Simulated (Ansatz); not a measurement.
# Decaying states in the gap of SrMgSeS

Aim: relax a made-up compound, SrMgSeS, and see how good a tunnel barrier it would be. It is built by putting Mg for part of the Sr in the Sr2SeS structure of space group R-3m, with the volume rescaled by atomic radii. The parent structure comes from the Materials Project.

Main program and level: Ansatz 0.2.0; PBEsol DFT, plane waves, PAW files, in the first sound run; inputs show where later runs differ.

This is a report of a sequence of runs, with most program output left out.

The structure was built from a prototype and need not be the compound's stable phase.

## 1. The starting structure

Symmetry: R3m, No. 160, trigonal system. The conventional cell has a = 4.113 Å, b = 4.113 Å, c = 20.173 Å, α = 90.00°, β = 90.00°, γ = 120.00°. Mg has 3 S at 2.88 Å and 3 Se at 2.94 Å nearest. Nearest to Sr lie 3 S at 2.88 Å and 3 Se at 2.94 Å. Nearest to Se lie 3 Mg at 2.94 Å and 3 Sr at 2.94 Å. Nearest to S lie 3 Sr at 2.88 Å and 3 Mg at 2.88 Å. It derives from Sr2SeS. Mg for part of the Sr in the Sr2SeS structure of space group R-3m. Farther neighbours and most contacts between anions are not listed.

## 2. Relaxing the new crystal

The substituted atoms don't fit the parent's cell, so cell and atoms relax together. A small smearing keeps the run stable in case the gap closes on the way.

Contents of input.yaml:

```yaml
crystal:
  lattice:
    - [2.0565062599, 1.1873244428, 6.7244097004]
    - [-2.0565062599, 1.1873244428, 6.7244097004]
    - [0.0, -2.3746488855, 6.7244097004]
  atoms:
    - { symbol: Mg, position: [0.24718407, 0.24718407, 0.24718407] }
    - { symbol: Sr, position: [0.75281593, 0.75281593, 0.75281593] }
    - { symbol: Se, position: [0.0, 0.0, 0.0] }
    - { symbol: S, position: [0.5, 0.5, 0.5] }
kpoints:
  mp_grid: { grid: [6, 6, 6] }
scf:
  occupations: { method: gaussian, width: 0.03 }
hamiltonian:
  xc: pbesol
output:
  forces: true
  stress: true
relax:
  f_tol: 0.02
  max_steps: 60
  cell: {}
```

Launch:

```
$ ansatz run input.yaml --threads 2 --pin off --max-ram 4096MiB --backend cpu --events-out ev --progress --plain --runs-dir out
```

Run time: 18 s. Hardware: 2 threads of Arm Neoverse V2, shared host; peak memory 0.37 GiB; 36 s of CPU time.

The steps of the relaxation:

```csv
step,energy less that of the first step (eV),largest force component (eV/Å),pressure (GPa),volume (Å³)
1,0.0000,1.5888,-1.65,98.52
2,-0.3355,0.2429,-2.11,96.74
3,-0.3683,0.1228,-0.40,93.42
4,-0.3708,0.0254,-0.04,92.88
5,-0.3709,0.0092,0.00,92.82
6*,-0.3707,0.0092,0.00,92.82
```

Relaxation steps marked * repeat the geometry before them on a plane-wave basis chosen anew for their cell, so energy and pressure can jump there.

Forces are held to the 6 operations that the run works with; a distortion that breaks them can't arise in this run.

```csv
"conventional cell, symmetrised",before,after,change
a (Å),4.113,4.038,-1.8 %
b (Å),4.113,4.038,-1.8 %
c (Å),20.173,19.722,-2.2 %
volume (Å³/atom),24.63,23.20,-5.8 %
```

The atoms that moved most (Å, as changes of fractional coordinates times the final cell):

```csv
atom,dx,dy,dz,length
Se3,0.000,0.000,-0.226,0.226
S4,0.000,0.000,0.198,0.198
Sr2,0.000,0.000,0.016,0.016
Mg1,0.000,0.000,0.012,0.012
```

This step gave:

```yaml
free_energy: -11720.1412 eV
fermi_energy: 8.151 eV
pressure: -2.01e-4 GPa
```

The largest force component on a free atom ends at 0.0092 eV/Å.

## 3. The bulk crystal and its band edges

The energy window and the wavevectors of the next steps follow from the band edges, so these are searched first, off the mesh as well.

Contents of input.yaml:

```yaml
crystal:
  lattice:
    - [2.0188430537, 1.1655795805, 6.5740365236]
    - [-2.0188430537, 1.1655795805, 6.5740365236]
    - [0.0, -2.331159161, 6.5740365236]
  atoms:
    - { symbol: Mg, position: [0.2477699122, 0.2477699122, 0.2477699122] }
    - { symbol: Sr, position: [0.7536499385, 0.7536499385, 0.7536499385] }
    - { symbol: Se, position: [-0.0114824045, -0.0114824045, -0.0114824045] }
    - { symbol: S, position: [0.5100625538, 0.5100625538, 0.5100625538] }
kpoints:
  mp_grid: { grid: [6, 6, 6] }
  band_path: { path: [VBM, CBM], npoints: 30 }
scf:
  occupations: { method: fixed }
hamiltonian:
  xc: pbesol
output:
  eigenvalues: true
  write_potential: true
  write_density: true
  volumetric_format: npy
  elf: true
```

It took 13 s on 2 threads; peak memory 0.35 GiB.

Numbers from this step:

```yaml
fermi_energy: 6.990 eV
gap_on_the_k_mesh: 2.323 eV
gap_on_path: 2.323 eV, by band count; negative where bands overlap
direct_gap_on_path: 2.639 eV
edge_places_on_path: 0, 0.9532 1/A along the path
```

Electronic bands along the path, in eV, zero at the Fermi level (highest filled level under fixed occupations); v1 is the highest filled band, c1 the lowest empty one:

```csv
point,v4,v3,v2,v1,c1,c2,c3,c4
VBM,-1.24,-0.11,-0.11,0.00,2.64,4.03,4.38,4.62
halfway,-1.67,-1.48,-0.61,-0.43,3.47,3.93,5.09,5.38
CBM,-1.57,-1.21,-1.02,-0.91,2.32,3.52,4.51,7.18
```

Valence density in the ac plane of the conventional cell at fractional y = 0.000, with atoms of Mg and Sr and Se and S within 0.2 Å of it. It is the smooth field of the valence electrons, not physical close to the nuclei.

Ten steps, logarithmic in the rise over the least value, from '0' (0 e/Å³) to '9' (26 e/Å³), each cell a mean:
```
54211000001235
00000000000000
00000011000000
00000011100000
00000111100000
87300000000158
75200000000036
00000111110000
00000011100000
00000011000000
11000000000011
33221000001233
23321000001232
11100000000111
00000011000000
00000111110000
11000011000011
44420000001344
44420000001344
11000011100011
00000111110000
00000000000000
32210000001123
98421000011369
```
Columns run along a (4.0 Å), rows up along c (19.7 Å), edges of the conventional cell, whose origin can differ from the input's. Atoms in or near the plane, at fractional coordinates: Mg at (0.00, 0.75), Sr at (0.00, 0.25), Se at (0.00, 0.01), S at (0.00, 0.49).

Electrostatic potential energy in the ac plane of the conventional cell at fractional y = 0.000, with atoms of Mg and Sr and Se and S within 0.2 Å of it. With pseudopotentials it is smooth inside the atoms' cores, unlike the true potential.

Values in eV, 24 rows by 14 columns, each cell a mean:
```
 -5  -6  -3   5   9   9   9   9   9   9   8   2  -5  -6
 10  10   9   9   7   5   4   3   4   6   8   9  10  10
 10  10  10   9   7   6   4   4   5   6   8   9  10  10
 10  10  10  10  10   9   8   8   8   9  10  10  10  10
  2   4   6   9  10  10   9   9   9  10   9   8   5   3
-37 -32 -14   2   7  10  11  11  11   9   5  -3 -23 -35
-26 -20  -6   4   8  10  10  10  10   9   7   1 -12 -24
  8   8   9  10  10   9   8   7   8   9  10  10   9   8
 11  11  11  10  10   9   8   7   8   9  10  11  11  11
 11  10  10   9   7   5   4   3   4   6   8   9  10  11
  9   9   9   9   7   5   4   3   4   6   8   9   9   9
-21 -19  -8   5   9   9   9   9   9   9   8   0 -14 -21
-24 -26 -16   2   9  10  10  10  10  10   7  -5 -22 -26
  4   6   9  10   9   8   7   7   7   9  10   9   8   5
 11  11  11  11  10   8   7   7   8   9  10  11  11  11
 11  11  11  11  10   9   7   7   8   9  10  11  11  11
  0   2   5   7   9   9   9   9   9   9   8   6   4   1
-39 -36 -26  -5   4   8   9  10   9   7   1 -13 -32 -38
-38 -35 -25  -4   4   8  10  10   9   7   2 -13 -31 -37
  1   3   5   8   9  10  10   9  10   9   9   7   4   2
 11  11  11  11  10   9   8   8   9  10  10  11  11  11
 11  11  11  10   9   8   7   7   7   9  10  11  11  11
 -3  -2   2   8   9   9   8   8   8   9   9   6   0  -2
  1  -3 -10  -4   8  10  11  11  11  10   5  -9  -8   0
```
Columns run along a (4.0 Å; values clipped at the 3rd and 97th percentile), rows up along c (19.7 Å), edges of the conventional cell, whose origin can differ from the input's. Atoms in or near the plane, at fractional coordinates: Mg at (0.00, 0.75), Sr at (0.00, 0.25), Se at (0.00, 0.01), S at (0.00, 0.49).

ELF in the ac plane of the conventional cell at fractional y = 0.000, with atoms of Mg and Sr and Se and S within 0.2 Å of it. It is the smooth field of the valence electrons, not physical close to the nuclei.

Ten even steps from '_' (0.02) to '@' (0.84), each cell a mean:
```
%%%%@@%%++::____..==##%%@@%%
##**==::....::::..__..--++**
__________....::..__________
____..--==++++++++++--::..__
____..==**##%%%%%%##++::..__
----::__..::::::::::..__----
::::....--==++++====::....::
__..::++##%%%%%%%%##**--..__
____..::====++++++==--::..__
..________..::::..__________
%%##++::......::......==**##
**%%@@@@**--____..==##@@@@##
--**@@@@%%++....::**@@@@%%++
%%##**++--..____..::==**####
______..--++******==::..____
____..--**%%@@@@@@%%++::____
----::..--++####**==::..::--
**%%@@**::__..::....--%%@@##
**%%@@**::..::::..__--##@@##
----....--**%%%%##++::..::--
______--**%%@@@@%%##==..____
::::....::::------::....::::
%%%%%%##++--..__..==**%%%%%%
--++%%@@%%++::..--##@@@@##==
```
Columns run along a (4.0 Å), rows up along c (19.7 Å), edges of the conventional cell, whose origin can differ from the input's. Atoms in or near the plane, at fractional coordinates: Mg at (0.00, 0.75), Sr at (0.00, 0.25), Se at (0.00, 0.01), S at (0.00, 0.49).

The searched edges give 2.32 eV, as on the mesh.

## 4. Complex bands, plane (001)

This step: PBEsol DFT, plane waves, PAW files; complex bands by layer matching along the plane's normal (Ansatz 0.2.0).

The same crystal is laid in a cell whose first two vectors span the (001) plane (indices of the standard conventional cell, whose axes can be ordered otherwise than in the bulk input). At fixed energy and wavevector in the plane the solver finds all kz, real and complex. A few wavevectors are listed, (0, 0), (0, -0.5) and (0.5, 0) in units of the plane's reciprocal vectors; the slowest state needn't be among them.

Contents of input.yaml:

```yaml
crystal:
  lattice:
    - [4.037686107, 0.0, 0.0]
    - [2.018843054, 3.496738742, 0.0]
    - [2.018843054, -1.165579581, 6.574036524]
  atoms:
    - { symbol: Mg, position: [0.4955398244, 0.7522300878, 0.2566902634] }
    - { symbol: Sr, position: [0.507299877, 0.2463500615, 0.7390501845] }
    - { symbol: Se, position: [0.977035191, 0.0114824045, 0.0344472135] }
    - { symbol: S, position: [0.0201251076, 0.4899374462, 0.4698123386] }
kpoints:
  mp_grid: { grid: [8, 8, 8] }
scf:
  occupations: { method: fixed }
hamiltonian:
  xc: pbesol
output:
  eigenvalues: true
  transmission:
    leads: [[0, 0]]
    kpoints: [[0.0, 0.0], [0.0, -0.5], [0.5, 0.0]]
    e_range: [-1.0, 3.32]
    de: 0.07
```

Run time: 25 s. Hardware: 2 threads; peak memory 0.42 GiB.

This step gave:

| Quantity | Value |
| --- | --- |
| free energy | -11720.1427 eV |
| Fermi energy | 6.989 eV |
| level to which the leads are filled | 1.162 eV from the Fermi level |
| decay constant at the filling level, zone centre | 0.1754 Å⁻¹ |
| decay constant at the filling level, slowest listed point | 0.1754 Å⁻¹ |

K parallel (0, 0); values up to 1.5 1/Å, a degenerate pair printed once or twice; energies at which all values exceed this have no row. Im kz of the slowest decaying states against energy, zero at the highest filled level on the SCF mesh:

```csv
energy (eV),decay 1 (Å⁻¹),decay 2 (Å⁻¹),decay 3 (Å⁻¹),decay 4 (Å⁻¹)
-1.00,0.163,0.867,1.06,1.22
-0.79,0.239,0.849,1.04,1.20
-0.58,0.223,0.831,1.01,1.18
-0.37,0.0985,0.811,0.988,1.16
-0.16,0.791,0.963,1.14,-
-0.02,0.188,0.778,0.946,1.13
0.05,0.0488,0.246,0.771,0.938
0.26,0.106,0.348,0.750,0.913
0.47,0.136,0.409,0.728,0.889
0.68,0.155,0.450,0.705,0.865
0.89,0.167,0.480,0.681,0.840
1.10,0.174,0.501,0.655,0.816
1.38,0.176,0.519,0.620,0.784
1.59,0.173,0.526,0.591,0.760
1.80,0.165,0.529,0.560,0.736
2.01,0.151,0.526,0.528,0.712
2.22,0.131,0.489,0.523,0.687
2.43,0.0971,0.448,0.516,0.661
2.64,0.401,0.505,0.635,0.839
2.85,0.346,0.491,0.607,0.811
3.06,0.275,0.473,0.578,0.782
3.27,0.168,0.452,0.548,0.751
```

K parallel (0, -0.5); values up to 1.5 1/Å, a degenerate pair printed once or twice; energies at which all values exceed this have no row. Im kz of the slowest decaying states against energy, zero at the highest filled level on the SCF mesh:

```csv
energy (eV),decay 1 (Å⁻¹),decay 2 (Å⁻¹),decay 3 (Å⁻¹),decay 4 (Å⁻¹)
-1.00,0.118,0.180,1.06,1.07
-0.79,0.192,0.589,0.732,1.17
-0.58,0.220,0.663,1.23,1.47
-0.37,0.217,0.241,0.655,1.26
-0.16,0.256,0.305,0.645,1.28
-0.02,0.263,0.345,0.637,1.29
0.05,0.266,0.362,0.633,1.29
0.26,0.272,0.403,0.621,1.30
0.47,0.275,0.434,0.607,1.30
0.68,0.274,0.458,0.578,0.605
0.89,0.271,0.478,0.552,0.599
1.10,0.263,0.493,0.528,0.587
1.38,0.247,0.497,0.508,0.569
1.59,0.230,0.471,0.516,0.554
1.80,0.204,0.442,0.522,0.538
2.01,0.167,0.411,0.522,0.525
2.22,0.102,0.377,0.506,0.527
2.43,0.341,0.488,0.526,1.22
2.64,0.302,0.470,0.524,1.21
2.85,0.262,0.450,0.520,1.19
3.06,0.216,0.428,0.514,1.17
3.27,0.0763,0.160,0.404,0.506
```

K parallel (0.5, 0); values up to 1.5 1/Å, a degenerate pair printed once or twice; energies at which all values exceed this have no row. Table of Im kz of the slowest decaying states by energy, zero at the highest filled level on the SCF mesh:

```csv
energy (eV),decay 1 (Å⁻¹),decay 2 (Å⁻¹),decay 3 (Å⁻¹),decay 4 (Å⁻¹)
-1.00,0.118,0.180,1.06,1.07
-0.86,0.180,0.412,0.884,1.13
-0.65,0.212,0.664,1.21,1.47
-0.51,0.0989,0.228,0.661,1.24
-0.30,0.247,0.252,0.652,1.27
-0.16,0.256,0.305,0.645,1.28
-0.02,0.263,0.345,0.637,1.29
0.05,0.266,0.362,0.633,1.29
0.19,0.271,0.390,0.625,1.30
0.40,0.275,0.424,0.611,1.30
0.54,0.275,0.443,0.602,1.30
0.68,0.274,0.458,0.578,0.605
0.89,0.271,0.478,0.552,0.599
1.03,0.266,0.488,0.536,0.592
1.24,0.256,0.501,0.513,0.578
1.38,0.247,0.497,0.508,0.569
1.59,0.230,0.471,0.516,0.554
1.73,0.214,0.452,0.520,0.543
1.87,0.194,0.432,0.523,0.533
2.08,0.150,0.400,0.517,0.526
2.22,0.102,0.377,0.506,0.527
2.43,0.341,0.488,0.526,1.22
2.57,0.316,0.476,0.525,1.21
2.78,0.276,0.457,0.521,1.20
2.92,0.247,0.443,0.518,1.19
3.13,0.199,0.420,0.511,1.17
3.27,0.0763,0.160,0.404,0.506
```

At the listed wavevectors the last open channel is at -0.02 eV and the next at +2.36 eV on the grid. At +1.17 eV, the grid energy nearest the filling level (the middle of the gap on the SCF mesh), the slowest state at the listed wavevectors decays with κ = 0.175 Å⁻¹, its amplitude falling by e over 5.7 Å. Through 1 nm of this crystal that state's transmission falls by exp(−2 × 0.175 Å⁻¹ × 10 Å) = 0.030.

## 5. Complex bands, plane (101)

The same for the (101) plane, at (0, 0) and (-0.5, 0), to see how the decay depends on direction.

Contents of input.yaml:

```yaml
crystal:
  lattice:
    - [6.975117149, 0.0, 0.0]
    - [1.168647691, 3.864863733, 0.0]
    - [1.168647691, 1.755745505, 3.44304072]
  atoms:
    - { symbol: Mg, position: [0.7433097366, 0.7522300878, 0.7522300878] }
    - { symbol: Sr, position: [0.2609498155, 0.2463500615, 0.2463500615] }
    - { symbol: Se, position: [0.9655527865, 0.0114824045, 0.0114824045] }
    - { symbol: S, position: [0.5301876614, 0.4899374462, 0.4899374462] }
kpoints:
  mp_grid: { grid: [8, 8, 8] }
scf:
  occupations: { method: fixed }
hamiltonian:
  xc: pbesol
output:
  eigenvalues: true
  transmission:
    leads: [[0, 0]]
    kpoints: [[0.0, 0.0], [-0.5, 0.0]]
    e_range: [-1.0, 3.32]
    de: 0.09
```

Wall time 33 s (2 threads); peak memory 0.74 GiB; 66 s of CPU time.

Numbers from this step:

- decay constant at the filling level, zone centre: 0.1853 Å⁻¹
- decay constant at the filling level, slowest listed point: 0.1853 Å⁻¹

K parallel (0, 0); values up to 1.5 1/Å, a degenerate pair printed once or twice; energies at which all values exceed this have no row. Table of Im kz of the slowest decaying states by energy, zero at the highest filled level on the SCF mesh:

```csv
energy (eV),decay 1 (Å⁻¹),decay 2 (Å⁻¹),decay 3 (Å⁻¹),decay 4 (Å⁻¹)
-1.00,0.151,0.165,0.420,0.681
-0.82,0.213,0.267,0.583,0.592
-0.55,0.0970,0.261,0.357,0.652
-0.37,0.285,0.393,0.694,0.846
-0.10,0.0181,0.0500,0.312,0.435
-0.01,0.0707,0.188,0.319,0.448
0.08,0.0965,0.135,0.248,0.325
0.26,0.129,0.241,0.319,0.332
0.53,0.159,0.337,0.377,0.515
0.71,0.171,0.362,0.401,0.539
0.98,0.182,0.392,0.425,0.589
1.16,0.185,0.409,0.435,0.649
1.34,0.185,0.425,0.442,0.616
1.61,0.180,0.408,0.447,0.508
1.79,0.172,0.405,0.448,0.518
2.06,0.153,0.401,0.445,0.504
2.24,0.133,0.399,0.440,0.491
2.42,0.103,0.399,0.434,0.475
2.69,0.414,0.421,0.438,0.501
2.87,0.394,0.410,0.456,0.480
3.14,0.176,0.340,0.389,0.445
3.32,0.305,0.372,0.418,0.487
```

K parallel (-0.5, 0); values up to 1.5 1/Å, a degenerate pair printed once or twice; energies at which all values exceed this have no row. Table of Im kz of the slowest decaying states by energy, zero at the highest filled level on the SCF mesh:

```csv
energy (eV),decay 1 (Å⁻¹),decay 2 (Å⁻¹),decay 3 (Å⁻¹),decay 4 (Å⁻¹)
-1.00,0.157,0.209,0.230,0.305
-0.82,0.263,0.365,0.387,0.632
-0.64,0.358,0.430,0.465,0.623
-0.46,0.414,0.456,0.567,0.611
-0.28,0.0727,0.171,0.453,0.473
-0.10,0.138,0.319,0.483,0.484
-0.01,0.157,0.361,0.488,0.495
0.08,0.173,0.393,0.491,0.506
0.17,0.186,0.419,0.493,0.516
0.35,0.207,0.456,0.496,0.532
0.53,0.222,0.481,0.496,0.520
0.71,0.234,0.495,0.498,0.501
0.89,0.243,0.480,0.492,0.510
1.07,0.249,0.456,0.487,0.518
1.25,0.252,0.430,0.481,0.523
1.43,0.254,0.400,0.473,0.519
1.61,0.253,0.363,0.464,0.492
1.79,0.251,0.319,0.454,0.465
1.97,0.246,0.264,0.439,0.443
2.15,0.188,0.239,0.412,0.430
2.24,0.131,0.234,0.399,0.423
2.42,0.223,0.371,0.408,0.498
2.60,0.209,0.341,0.391,0.487
2.78,0.190,0.308,0.373,0.475
2.96,0.166,0.270,0.351,0.461
3.14,0.132,0.225,0.327,0.445
3.32,0.0714,0.166,0.298,0.427
```

At the listed wavevectors the last open channel is at -0.01 eV and the next at +2.33 eV on the grid. At +1.16 eV, the grid energy nearest the filling level (the middle of the gap on the SCF mesh), the slowest state at the listed wavevectors decays with κ = 0.185 Å⁻¹, its amplitude falling by e over 5.4 Å; the first such run, plane (001), gave 0.175 Å⁻¹.

## 6. Band edges at another level

This step: LDA DFT, plane waves, PAW files (Ansatz 0.2.0).

The edges again with LDA, at the same atoms.

Contents of input.yaml:

```yaml
crystal:
  lattice:
    - [2.0188430537, 1.1655795805, 6.5740365236]
    - [-2.0188430537, 1.1655795805, 6.5740365236]
    - [0.0, -2.331159161, 6.5740365236]
  atoms:
    - { symbol: Mg, position: [0.2477699122, 0.2477699122, 0.2477699122] }
    - { symbol: Sr, position: [0.7536499385, 0.7536499385, 0.7536499385] }
    - { symbol: Se, position: [-0.0114824045, -0.0114824045, -0.0114824045] }
    - { symbol: S, position: [0.5100625538, 0.5100625538, 0.5100625538] }
kpoints:
  mp_grid: { grid: [6, 6, 6] }
  band_path: { path: [VBM, CBM], npoints: 30 }
scf:
  occupations: { method: fixed }
hamiltonian:
  xc: lda
output:
  eigenvalues: true
```

Run time: 12 s. Hardware: 2 threads; peak memory 0.34 GiB.

This step gave:

```yaml
free_energy: -11605.6368 eV
fermi_energy: 6.840 eV
gap_on_the_k_mesh: 2.279 eV
gap_on_path: 2.279 eV, by band count; negative where bands overlap
direct_gap_on_path: 2.529 eV
```

Electronic bands along the path, in eV, zero at the Fermi level (highest filled level under fixed occupations); v1 is the highest filled band, c1 the lowest empty one:

```csv
point,v4,v3,v2,v1,c1,c2,c3,c4
VBM,-1.24,-0.11,-0.11,0.00,2.53,4.00,4.31,4.55
halfway,-1.67,-1.48,-0.62,-0.43,3.41,3.87,4.98,5.31
CBM,-1.57,-1.21,-1.02,-0.92,2.28,3.39,4.49,7.09
```

The searched edges give 2.28 eV, as on the mesh.

(Continued in part 2 of 2.)

[Logs are printed without paths, hosts, clocks, repeated set-up lines and the standing remarks that a program may print on its own settings, such as how far it seeks lower states.]

[Hosts, paths, dates, database ids (printed as entryN), source tags and the programs' standing remarks are cut or masked in the printed files.]
